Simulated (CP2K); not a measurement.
Consider 2-ethynyloxazole at its PBE geometry (Å).

```xyz
10

C     2.9688   -0.1873    0.0361
C     1.7600   -0.0792    0.0311
C     0.3574    0.0742    0.0259
N    -0.3435    1.1650    0.2245
C    -1.6636    0.7628    0.1104
C    -1.7102   -0.5745   -0.1561
O    -0.4229   -1.0455   -0.2185
H     4.0347   -0.2772    0.0385
H    -2.4839    1.4624    0.2269
H    -2.4967   -1.3006   -0.3189
```

Method: CP2K XAS_TDP, all-electron GAPW, PBEh(45%), aug-cc-pVDZ, TDA, GW2X-corrected core level, no relativity.

**Question.** Predict the bright core excitations at the O K edge.

Leading lines: O7 534.69 eV. The leading line of an atom is its first one with 35 % of the strongest within 2.5 eV of its lowest line over the strength cut. Core ionisation energies at this level: O7 540.05 eV.

The first six lines of each atom with a strength over 0.0015:

| atom | energy (eV) | states | strength, one atom | above the computed threshold |
| --- | --- | --- | --- | --- |
| O7 (bonded to 2 C) | 534.69 | 1 | 0.0264 |  |
|  | 537.68 | 1 | 0.0157 |  |
|  | 538.43 | 1 | 0.0078 |  |
|  | 538.80 | 1 | 0.0184 |  |
|  | 539.40 | 1 | 0.0055 |  |
|  | 539.93 | 1 | 0.0081 |  |

Lines are vertical, at one geometry, with no vibrational structure. GW2X ionisation energies and lines can be off by 1 to 2 eV either way, and a good line position may hide errors that cancel. These values hold no scalar relativity, about 0.4 eV for O 1s. Rydberg lines, and the discretised continuum above threshold, depend on the basis and the box.

[Banner, clock and machine lines of the logs are left out without a mark of their own.]

[Logs are printed without paths, hosts, clocks, repeated set-up lines and the standing remarks that a program may print on its own settings, such as how far it seeks lower states.]

[Hosts, paths, dates, database ids (printed as entryN), source tags and the programs' standing remarks are cut or masked in the printed files.]
